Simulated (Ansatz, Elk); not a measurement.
# HfTc3: X-ray structure factors from the self-consistent density, part 2 of 2

The structure of HfTc3 used here is made up (a known structure type with other elements) and was relaxed beforehand with r2SCAN. The aim is the Fourier transform of its all-electron density, F(hkl), set beside the sum over free spherical atoms that refinements use.

Elk 11.2.3 (patched build); all-electron DFT.

So far: Set-up; Ground state and structure factors; The highest occupied states alone.

The structure was built from a prototype and need not be the compound's stable phase.

## Step 4: Another functional

Level of this step: DFT, LDA (Perdew-Wang), all-electron APW+lo, Dirac cores, scalar-relativistic bands, static density, no spin (Elk).

The difference from free atoms is small, so it is set against the change that LDA (Perdew-Wang) makes.

elk.in

```
tasks
  0
  195

xctype
  3

spinpol
  .false.

rgkmax
  7.0

gmaxvr
  14.0

lmaxo
  7

lmaxapw
  8

swidth
  0.002

tshift
  .false.

ramdisk
  .false.

hmaxvr
  5.5

maxscl
  120

epspot
  1e-06

sppath
  './'

avec
  5.46201094735 0.00000000000 0.00000000000
  -2.73100547368 4.73024023616 0.00000000000
  0.00000000000 0.00000000000 16.55501306901

atoms
  2
  'Hf.in'
  1
  0.0000000000 -0.0000000000 0.5000000000   0.000000 0.000000 0.000000
  'Tc.in'
  3
  0.3333333333 0.6666666667 0.2312846507   0.000000 0.000000 0.000000
  0.3333333333 0.6666666667 0.7687153493   0.000000 0.000000 0.000000
  0.0000000000 -0.0000000000 -0.0000000000   0.000000 0.000000 0.000000

ngridk
  9 9 3
```

The run is started by

```console
$ OMP_NUM_THREADS=4 elk
```

Numbers of over 12 decimals in the logs are rounded to 6 here.

Log:

```text
┌─────────────────────────┐
│ Elk code version 11.2.3 │
└─────────────────────────┘

All units are atomic (Hartree, Bohr, etc.)

┌─────────────────────────────────────────────────┐
│ Ground-state run starting from atomic densities │
└─────────────────────────────────────────────────┘

Lattice vectors :
   5.462010947       0.000000000       0.000000000
  -2.731005474       4.730240236       0.000000000
   0.000000000       0.000000000       16.55501307

Reciprocal lattice vectors :
   1.150342862      0.6641507612      -0.000000000
[...]
valence                     :    71.00000000
 interstitial                :    6.224294159
 muffin-tins (core leakage)
  species : 1 (Hf)
[...]
species : 2 (Tc)
[...]
atom 2                    :    41.36285279     ( -0.4857160203E-05)
   atom 3                    :    41.42016754     ( -0.4856435158E-05)
 total in muffin-tins        :    194.7757058
 total calculated charge     :    200.9975016
 total charge                :    201.0000000
 error                       :   0.2498370668E-02

┌──────────────────────────────┐
│ Self-consistent loop stopped │
└──────────────────────────────┘

Wrote STATE.OUT
[key lines of the parts left out:]
total energy                :     -27935.908229986
```

Run time: 25 s. Hardware: 4 threads of Arm Neoverse V1, shared host; peak memory 0.16 GiB; 82 s of CPU time.

Against the first run R = 0.02 %; the largest change is -0.034 at 110.

## Step 5: Basis size

The basis and the expansions that go with it are enlarged, to see whether the differences are converged.

Edit elk.in of step 4 so:

```diff
@@ -5,3 +5,3 @@
 xctype
-  3
+  20
 
@@ -11,12 +11,12 @@
 rgkmax
-  7.0
+  8.5
 
 gmaxvr
-  14.0
+  18.0
 
 lmaxo
-  7
+  9
 
 lmaxapw
-  8
+  10
```

The run is started by

```console
$ OMP_NUM_THREADS=4 elk
```

Log:

```text
┌─────────────────────────┐
│ Elk code version 11.2.3 │
└─────────────────────────┘

All units are atomic (Hartree, Bohr, etc.)

┌─────────────────────────────────────────────────┐
│ Ground-state run starting from atomic densities │
└─────────────────────────────────────────────────┘

Lattice vectors :
   5.462010947       0.000000000       0.000000000
  -2.731005474       4.730240236       0.000000000
   0.000000000       0.000000000       16.55501307

Reciprocal lattice vectors :
   1.150342862      0.6641507612      -0.000000000
[...]
valence                     :    71.00000000
 interstitial                :    6.192479997
 muffin-tins (core leakage)
  species : 1 (Hf)
[...]
species : 2 (Tc)
[...]
atom 2                    :    41.38003283     (  0.1968830077E-07)
   atom 3                    :    41.43682666     (  0.2051494263E-07)
 total in muffin-tins        :    194.8075200
 total calculated charge     :    201.0000490
 total charge                :    201.0000000
 error                       :   0.4899092482E-04

┌──────────────────────────────┐
│ Self-consistent loop stopped │
└──────────────────────────────┘

Wrote STATE.OUT
[key lines of the parts left out:]
total energy                :     -27957.819970738
```

Wall time 94 s (4 threads); peak memory 0.31 GiB; 5.1 min of CPU time.

Against the first run R = 0.01 %; the largest change is -0.024 at 114.

## Step 6: Basis size

A smaller basis shows how fast F responds to it; the change is likely larger than the basis error of the first run, but doesn't show convergence.

Edit elk.in of step 5 so:

```diff
@@ -11,12 +11,12 @@
 rgkmax
-  8.5
+  5.5
 
 gmaxvr
-  18.0
+  14.0
 
 lmaxo
-  9
+  7
 
 lmaxapw
-  10
+  8
```

The run is started by

```console
$ OMP_NUM_THREADS=4 elk
```

Log:

```text
┌─────────────────────────┐
│ Elk code version 11.2.3 │
└─────────────────────────┘

All units are atomic (Hartree, Bohr, etc.)

┌─────────────────────────────────────────────────┐
│ Ground-state run starting from atomic densities │
└─────────────────────────────────────────────────┘

Lattice vectors :
   5.462010947       0.000000000       0.000000000
  -2.731005474       4.730240236       0.000000000
   0.000000000       0.000000000       16.55501307

Reciprocal lattice vectors :
   1.150342862      0.6641507612      -0.000000000
[...]
valence                     :    71.00000000
 interstitial                :    6.588895404
 muffin-tins (core leakage)
  species : 1 (Hf)
[...]
species : 2 (Tc)
[...]
atom 2                    :    41.25782603     (  0.1866930432E-07)
   atom 3                    :    41.32290396     (  0.1950285977E-07)
 total in muffin-tins        :    194.4111046
 total calculated charge     :    200.9981948
 total charge                :    201.0000000
 error                       :   0.1805185782E-02

┌──────────────────────────────┐
│ Self-consistent loop stopped │
└──────────────────────────────┘

Wrote STATE.OUT
[key lines of the parts left out:]
total energy                :     -27957.543825447
```

Elapsed: 41 s, on 4 threads; peak memory 0.18 GiB; 2.2 min of CPU time.

Against the first run R = 0.03 %; the largest change is +0.196 at 110.

## Step 7: Settings against the effect

```
                              run  R against the first run (%)  R against neutral atoms, low angle (%)  wall time
                    PBE, rgkmax 7                         0.00                                    0.36       45 s
                LDA (Perdew-Wang)                         0.02                                    0.36       25 s
rgkmax 8.5 with larger expansions                         0.01                                    0.36       94 s
                       rgkmax 5.5                         0.03                                    0.39       41 s
```

## Step 8: Summary of results

```yaml
r_against_neutral_atoms_sin_theta_lambda_0p3_a_minus1: 0.36 %
r_against_neutral_atoms_0p3_to_0p82_a_minus1: 0.16 %
```

**Reading.** Independent neutral atoms miss the calculated amplitudes by R = 0.36 % below 0.3 Å⁻¹ and 0.16 % from there to 0.82 Å⁻¹; by shells, 0.55 % below 0.15 Å⁻¹ (2 forms), 0.36 % 0.15 to 0.3 (7 forms), 0.17 % 0.3 to 0.45 (16 forms), 0.16 % above 0.45 (73 forms). Bonding, aspherical density and the tables' own atoms all enter these figures, and the runs don't part them. The largest change of an amplitude is -0.84 electrons, at 004. R counts amplitudes alone; phases shift too. The window's part falls from 25.0 electrons at the origin to at most 0.27 between 0.45 and 0.82 Å⁻¹. Below 0.3 Å⁻¹ the changes that finished (LDA (Perdew-Wang), rgkmax 8.5 with larger expansions and rgkmax 5.5) move F by R = 0.06 % at most, against the 0.36 % that separates it from free atoms. The k-mesh has no finished test. Spin-orbit coupling is left out, which can matter for elements this heavy. Part of the difference isn't bonding: the tables are fits to free atoms and ions calculated by other methods than this functional. Thermal motion, anomalous dispersion and extinction are left out.

[Logs are printed without paths, hosts, clocks, repeated set-up lines and the standing remarks that a program may print on its own settings, such as how far it seeks lower states.]

[Hosts, paths, dates, database ids (printed as entryN), source tags and the programs' standing remarks are cut or masked in the printed files.]
